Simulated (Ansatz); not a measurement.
# K2RbBrCl2, from a guessed structure to a relaxed one, part 2 of 2

This structure for K2RbBrCl2 is made up. Its elements were placed in a known structure type with a cell scaled to their sizes. What cell does the guess relax to, and how far off was it?

Ansatz 0.2.0; DFT, PBE, plane-wave PAW, files of the set soft_1, scalar-relativistic, no spin, cell and ions relaxed at zero pressure; PAW set soft_1 (the session's first sound run).

So far: The structure; Relaxation of the guess. The relaxed cell has a, b, c = 4.639, 6.679, 13.984 Å (conventional setting).

### 3. Electronic structure of the relaxed cell

A second self-consistent run takes a narrower smearing and the mesh shown in its input; the bands follow along the standard path of the relaxed lattice.

This step: DFT, PBE, plane-wave PAW, files of the set soft_1, scalar-relativistic, no spin, bands and density of states at the relaxed cell; PAW set soft_1 (Ansatz 0.2.0).

Input file input.yaml:

```yaml
crystal:
  lattice:
    - [-2.3197335795, 3.3395396244, 6.9917952007]
    - [2.3197335795, -3.3395396244, 6.9917952007]
    - [2.3197335795, 3.3395396244, -6.9917952007]
  atoms:
    - { symbol: Rb, position: [0.0, 0.0, 0.0] }
    - { symbol: Br, position: [0.5, 0.0, 0.5] }
    - { symbol: K, position: [0.6735985363, 0.6735985363, 0.0] }
    - { symbol: K, position: [0.3264014637, 0.3264014637, 0.0] }
    - { symbol: Cl, position: [0.8272572458, 0.3272572458, 0.5] }
    - { symbol: Cl, position: [0.1727427542, 0.6727427542, 0.5] }
kpoints:
  mp_grid: { grid: [8, 8, 8] }
  band_path:
    path:
      - [[0.0, 0.0, 0.0], [-0.27751939, 0.27751939, 0.27751939], [-0.47048513, 0.47048513, 0.08455365], [-0.5, 0.5, 0.0], [-0.75, 0.25, 0.25], [-0.5, 0.0, 0.5], [-0.72248061, -0.27751939, 0.72248061], [-0.5, -0.5, 0.5], [0.0, 0.0, 0.0], [-0.30703426, 0.30703426, -0.30703426], [-0.5, 0.0, 0.0], [-0.75, 0.25, 0.25]]
      - [[-0.52951487, 0.52951487, -0.08455365], [-0.30703426, 0.30703426, -0.30703426]]
      - [[-0.69296574, -0.30703426, 0.30703426], [-0.5, -0.5, 0.5]]
    npoints: 6
scf:
  occupations: { method: fermi_dirac, width: 0.03 }
  n_extra_bands: 10
hamiltonian:
  xc: pbe
  pseudopotentials: { kind: paw, azcp: { folder: soft_1 } }
output:
  forces: true
  stress: true
  write_bands: true
  dos: { projected: true }
  write_density: true
  write_potential: true
  elf: true
  volumetric_format: npy
```

Command:

```
$ ansatz run input.yaml --threads 4 --pin off --max-ram 10240MiB --backend cpu --events-out ev --progress --plain --runs-dir out
```

Numbers of over 12 decimals in the logs are rounded to 6 here.

The log of the run:

```text
[...]
Crystal: 6 atoms, lattice volume = 216.657 Å³
Basis set: ecut = 420 eV, 4271 PW (Γ), exchange–correlation on 120×120×120 points (8 copies of the dense FFT grid, shifted against one another)
Bands: 34, of which v1, the nominal top of the filled ones, is band 24 counted from 1 (23 counted from 0)
Symmetry: 8 space group operations
[...]
k-points: 95 of 512
[...]
SCF iter   1: F=—  HF=-11298.690079 eV  |F-HF|=—  |Δ(HF+E_count)|=         —  Δρ=3.90e-2  dr2=5.52e0  ethr=3.10e-3  ⟨swp⟩=11.5  Hψ=20754  notcnv=0  defer=11
[...]
SCF iter   8: F=-11296.485220 eV  HF=-11296.485220 eV  |F-HF|=7.12e-8  |Δ(HF+E_count)|=   1.92e-6  Δρ=4.25e-6  dr2=3.95e-8  ethr=2.08e-10  ⟨swp⟩=22.0  Hψ=32540  notcnv=0
SCF 1 converged in 8 iterations: F = -11296.485220 eV  dr2 = 3.95e-8
[...]
NSCF: frozen V_eff on 81 k-points
SCF converged after 8 iterations
Free energy (F): -11296.485220 eV
[...]
Internal energy: -11296.485220 eV  (E = F + TS)
E sigma→0 (E₀):  -11296.485220 eV
Fermi energy:    3.102036 eV
[...]
--- Forces (eV/Å), atoms counted from 1 ---
  atom   1  Rb     0.00000000     0.00000000    -0.00000000
  atom   2  Br     0.00000000     0.00000000    -0.00000000
  atom   3  K      0.00000000     0.00000000     0.00356834
  atom   4  K      0.00000000    -0.00000000    -0.00356834
  atom   5  Cl     0.00000000    -0.00000000    -0.00542126
  atom   6  Cl     0.00000000     0.00000000     0.00542126
  max |Σ_I F_I| component: 8.67e-19 eV/Å
--- Stress (GPa, compression-positive) ---
        0.025779       0.000000       0.000000
        0.000000      -0.027969      -0.000000
        0.000000      -0.000000       0.028905
  P = ⅓ Tr σ = 0.0089 GPa (0.089 kbar)
--- Band table (eV; the first three rows and the last of 95) ---
  k-point 0: bands = [... 20 lower, 0.3889, 0.6643, 0.7287, 0.7555, 5.3377, 7.6765, 8.1388, 8.3578, ... 6 higher]
  k-point 1: bands = [... 20 lower, 0.3244, 0.6135, 0.6256, 0.6763, 5.6951, 7.9037, 8.1902, 8.3947, ... 6 higher]
  k-point 2: bands = [... 20 lower, 0.2596, 0.4565, 0.5387, 0.5436, 6.5492, 7.9380, 7.9476, 8.3574, ... 6 higher]
  k-point 94: bands = [... 20 lower, 0.3832, 0.4978, 0.7002, 0.7096, 6.5688, 6.7772, 6.9436, 7.8898, ... 6 higher]
```

It took 20 s on 4 threads of Intel Xeon Platinum 8223CL at 3.00GHz (Skylake/Cascade Lake), shared host; peak memory 0.99 GiB.

Numbers from this step:

| Quantity | Value |
| --- | --- |
| Fermi energy | 3.102 eV |
| pressure | 0.008905 GPa |
| gap on the k-mesh | 4.582 eV |

From bands.tsv. The electronic bands at the labelled points (eV, zero at the valence top; v1 is the highest filled band, c1 the lowest empty one):

| point | v4 | v3 | v2 | v1 | c1 | c2 | c3 | c4 |
| --- | --- | --- | --- | --- | --- | --- | --- | --- |
| Γ | -0.37 | -0.09 | -0.03 | 0.00 | 4.58 | 6.92 | 7.38 | 7.60 |
| halfway | -0.44 | -0.38 | -0.21 | -0.05 | 5.60 | 6.94 | 6.97 | 7.54 |
| X | -0.45 | -0.33 | -0.24 | -0.04 | 6.29 | 6.32 | 7.02 | 7.08 |
| halfway | -0.44 | -0.36 | -0.26 | -0.16 | 6.49 | 6.53 | 7.12 | 7.22 |
| L | -0.46 | -0.41 | -0.34 | -0.30 | 7.00 | 7.10 | 7.12 | 7.54 |
| halfway | -0.47 | -0.41 | -0.36 | -0.30 | 7.01 | 7.24 | 7.29 | 7.61 |
| T | -0.48 | -0.41 | -0.37 | -0.31 | 7.00 | 7.34 | 7.41 | 7.58 |
| halfway | -0.49 | -0.41 | -0.37 | -0.30 | 7.04 | 7.25 | 7.46 | 7.51 |
| W | -0.54 | -0.40 | -0.38 | -0.30 | 7.13 | 7.14 | 7.47 | 7.49 |
| halfway | -0.46 | -0.39 | -0.27 | -0.23 | 6.47 | 6.96 | 7.02 | 7.52 |
| R | -0.48 | -0.34 | -0.25 | -0.04 | 6.10 | 6.83 | 6.96 | 7.19 |
| halfway | -0.46 | -0.34 | -0.25 | -0.04 | 6.15 | 6.58 | 6.98 | 7.22 |
| X1 | -0.45 | -0.33 | -0.24 | -0.04 | 6.29 | 6.32 | 7.02 | 7.08 |
| halfway | -0.38 | -0.24 | -0.20 | -0.04 | 6.25 | 6.27 | 6.61 | 6.70 |
| Z | -0.37 | -0.26 | -0.06 | -0.05 | 5.81 | 6.02 | 6.19 | 7.13 |
| halfway | -0.37 | -0.26 | -0.04 | -0.03 | 4.99 | 6.41 | 7.01 | 7.31 |
| Γ | -0.37 | -0.09 | -0.03 | 0.00 | 4.58 | 6.92 | 7.38 | 7.60 |
| halfway | -0.38 | -0.35 | -0.13 | -0.03 | 5.21 | 6.99 | 7.21 | 7.24 |
| Y | -0.41 | -0.34 | -0.19 | -0.06 | 6.35 | 6.45 | 6.56 | 6.62 |
| halfway | -0.39 | -0.38 | -0.20 | -0.06 | 6.23 | 6.38 | 6.70 | 6.91 |
| S | -0.41 | -0.38 | -0.21 | -0.06 | 6.19 | 6.32 | 6.98 | 6.98 |
| halfway | -0.45 | -0.38 | -0.28 | -0.24 | 6.71 | 6.78 | 7.27 | 7.43 |
| W | -0.54 | -0.40 | -0.38 | -0.30 | 7.13 | 7.14 | 7.47 | 7.49 |
| jump to L1 | -0.46 | -0.41 | -0.34 | -0.30 | 7.00 | 7.10 | 7.12 | 7.54 |
| halfway | -0.44 | -0.34 | -0.25 | -0.24 | 6.78 | 6.84 | 6.87 | 7.16 |
| Y | -0.41 | -0.34 | -0.19 | -0.06 | 6.35 | 6.45 | 6.56 | 6.62 |

States per cell as run, both spins, in windows of 1 eV, from dos.tsv (zero at the valence-band top):

| from | to | total |
| --- | --- | --- |
| -8 | -7 | 0.00 |
| -7 | -6 | 0.00 |
| -6 | -5 | 0.00 |
| -5 | -4 | 0.00 |
| -4 | -3 | 0.00 |
| -3 | -2 | 0.00 |
| -2 | -1 | 0.12 |
| -1 | 0 | 17.88 |
| 0 | 1 | 0.00 |
| 1 | 2 | 0.00 |
| 2 | 3 | 0.00 |
| 3 | 4 | 0.00 |
| 4 | 5 | 0.07 |
| 5 | 6 | 0.66 |
| 6 | 7 | 3.92 |
| 7 | 8 | 7.16 |
| 8 | 9 | 3.95 |

Below -8 eV lie 30.0 more states.

Valence density in the ac plane of the conventional cell at fractional y = 0.000, with atoms of Rb and Br and K and Cl within 0.2 Å of it. It is the smooth field of the valence electrons, not physical close to the nuclei.

Values in e/Å³, 24 rows by 14 columns, each cell a mean:
```
1.8 1.8 1.1 0.3 0.1 0.0 0.0 0.0 0.0 0.0 0.2 0.7 1.6 1.9
0.8 0.6 0.3 0.1 0.1 0.1 0.1 0.1 0.1 0.1 0.1 0.2 0.4 0.7
0.1 0.1 0.1 0.1 0.2 0.5 0.8 0.9 0.7 0.4 0.2 0.1 0.1 0.1
0.0 0.0 0.1 0.2 0.6 1.4 1.4 1.2 1.6 1.0 0.4 0.1 0.0 0.0
0.0 0.0 0.1 0.2 0.6 1.4 1.4 1.2 1.6 1.0 0.4 0.1 0.0 0.0
0.1 0.1 0.1 0.1 0.2 0.5 0.8 0.9 0.7 0.4 0.2 0.1 0.1 0.1
1.9 1.3 0.5 0.1 0.1 0.1 0.1 0.1 0.1 0.1 0.1 0.2 0.8 1.7
4.1 3.4 1.4 0.3 0.1 0.0 0.0 0.0 0.0 0.0 0.1 0.6 2.4 4.0
3.1 2.2 0.8 0.2 0.0 0.0 0.0 0.0 0.0 0.0 0.1 0.4 1.5 2.8
0.5 0.3 0.1 0.1 0.1 0.1 0.2 0.2 0.2 0.1 0.1 0.1 0.2 0.4
0.0 0.0 0.1 0.1 0.3 0.7 0.9 0.9 0.8 0.5 0.2 0.1 0.0 0.0
0.0 0.0 0.1 0.3 0.7 1.1 0.6 0.3 1.0 1.0 0.4 0.2 0.1 0.0
0.0 0.0 0.1 0.2 0.6 1.1 0.8 0.6 1.0 0.9 0.4 0.1 0.0 0.0
0.1 0.0 0.1 0.1 0.2 0.5 0.7 0.7 0.6 0.3 0.2 0.1 0.1 0.1
1.0 0.6 0.2 0.1 0.1 0.1 0.1 0.1 0.1 0.1 0.1 0.1 0.4 0.8
3.8 2.9 1.1 0.2 0.1 0.0 0.0 0.0 0.0 0.0 0.1 0.5 2.0 3.5
3.8 3.0 1.2 0.2 0.1 0.0 0.0 0.0 0.0 0.0 0.1 0.6 2.0 3.6
1.1 0.7 0.3 0.1 0.1 0.1 0.2 0.2 0.2 0.1 0.1 0.2 0.5 0.9
0.1 0.1 0.1 0.1 0.3 0.8 1.2 1.3 1.0 0.5 0.2 0.1 0.1 0.1
0.0 0.0 0.1 0.2 0.7 1.6 1.3 0.9 1.6 1.2 0.4 0.1 0.0 0.0
0.0 0.0 0.1 0.2 0.5 1.2 1.5 1.5 1.5 0.8 0.3 0.1 0.0 0.0
0.1 0.1 0.1 0.1 0.2 0.3 0.5 0.6 0.4 0.2 0.1 0.1 0.1 0.1
1.3 1.0 0.5 0.2 0.1 0.1 0.1 0.1 0.1 0.1 0.1 0.3 0.7 1.2
1.6 2.0 1.3 0.4 0.1 0.0 0.0 0.0 0.0 0.0 0.2 0.8 1.8 1.8
```
Columns run along a (4.6 Å), rows up along c (14.0 Å), edges of the conventional cell, whose origin can differ from the input's. Atoms in or near the plane, at fractional coordinates: Rb at (0.00, 0.00), Br at (0.50, 0.50), K at (0.00, 0.67), K at (0.00, 0.33), Cl at (0.50, 0.83), Cl at (0.50, 0.17).

Electrostatic potential energy in the ac plane of the conventional cell at fractional y = 0.000, with atoms of Rb and Br and K and Cl within 0.2 Å of it. With pseudopotentials it is smooth inside the atoms' cores, unlike the true potential.

Ten even steps from '_' (-53 eV) to '@' (7 eV), each cell a mean:
```
____++%%@@@@@@@@@@@@@@##::__
**##%%@@@@@@@@@@@@@@@@@@%%##
@@@@@@@@@@%%####%%@@@@@@@@@@
@@@@@@@@%%==::::--**@@@@@@@@
@@@@@@@@%%==::::--**@@@@@@@@
@@@@@@@@@@%%####%%@@@@@@@@@@
==**%%@@@@@@@@@@@@@@@@%%##++
..::++%%@@@@@@@@@@@@@@##--..
::==##@@@@@@@@@@@@@@@@%%++--
%%%%@@@@@@@@@@@@@@@@@@@@%%%%
@@@@@@@@@@##++++**%%@@@@@@@@
@@@@@@@@##::______++@@@@@@@@
@@@@@@@@%%--____..**@@@@@@@@
@@@@@@@@@@%%####%%@@@@@@@@@@
**##%%@@@@@@@@@@@@@@@@@@%%##
..--**%%@@@@@@@@@@@@@@##==::
..::**%%@@@@@@@@@@@@@@##==::
**##%%@@@@@@@@@@@@@@@@@@%%**
@@@@@@@@@@##++++**%%@@@@@@@@
@@@@@@@@%%--::::::++@@@@@@@@
@@@@@@@@@@++----==##@@@@@@@@
@@@@@@@@@@@@%%%%@@@@@@@@@@@@
==++%%@@@@@@@@@@@@@@@@%%##==
____==%%@@@@@@@@@@@@%%##..__
```
Columns run along a (4.6 Å; values clipped at the 3rd and 97th percentile), rows up along c (14.0 Å), edges of the conventional cell, whose origin can differ from the input's. Atoms in or near the plane, at fractional coordinates: Rb at (0.00, 0.00), Br at (0.50, 0.50), K at (0.00, 0.67), K at (0.00, 0.33), Cl at (0.50, 0.83), Cl at (0.50, 0.17).

ELF in the ac plane of the conventional cell at fractional y = 0.000, with atoms of Rb and Br and K and Cl within 0.2 Å of it. It is the smooth field of the valence electrons, not physical close to the nuclei.

Ten even steps from '0' (0.01) to '9' (0.87), each cell a mean:
```
58972000004996
98521356410378
21036999985101
00379975899610
00379975899510
32026999984112
99610356420489
79950000002898
99840012101699
65213678741136
00268999997300
01689821599730
01589953799730
10147999986200
87411466520258
89950000002799
89950011002799
87412577630268
10148999996201
00489954899620
00269987998410
42115899863113
99730134201589
37982000005994
```
Columns run along a (4.6 Å), rows up along c (14.0 Å), edges of the conventional cell, whose origin can differ from the input's. Atoms in or near the plane, at fractional coordinates: Rb at (0.00, 0.00), Br at (0.50, 0.50), K at (0.00, 0.67), K at (0.00, 0.33), Cl at (0.50, 0.83), Cl at (0.50, 0.17).

### 4. Outcome

| Item | Value |
| --- | --- |
| space group, relaxed | Immm |
| conventional cell | a = 4.639, b = 6.679, c = 13.984 Å; α = 90.0°, β = 90.0°, γ = 90.0° |
| volume per atom | 36.11 Å³ (guess 37.51) |

K2RbBrCl2 relaxes to Immm with a = 4.639, b = 6.679 and c = 13.984 Å. The guessed volume was 4 % too large. The space group Immm was held in the relaxation, so the end point is a stationary structure within it and may be a saddle against distortions or other arrangements. It has a direct Kohn–Sham gap of 4.58 eV, which semilocal functionals understate. On the 8×8×8 mesh with the narrower smearing (relaxed on 7×7×7) the largest force component is 0.005 eV/Å and the largest stress component is 0.029 GPa, within the relaxation's thresholds of 0.015 eV/Å and 0.05 GPa. The cutoff wasn't tested. No dispersion term is used, so weakly bound directions may come out too long. Nothing here tests whether the compound is stable against decomposition.

[Logs are printed without paths, hosts, clocks, repeated set-up lines and the standing remarks that a program may print on its own settings, such as how far it seeks lower states.]

[Hosts, paths, dates, database ids (printed as entryN), source tags and the programs' standing remarks are cut or masked in the printed files.]
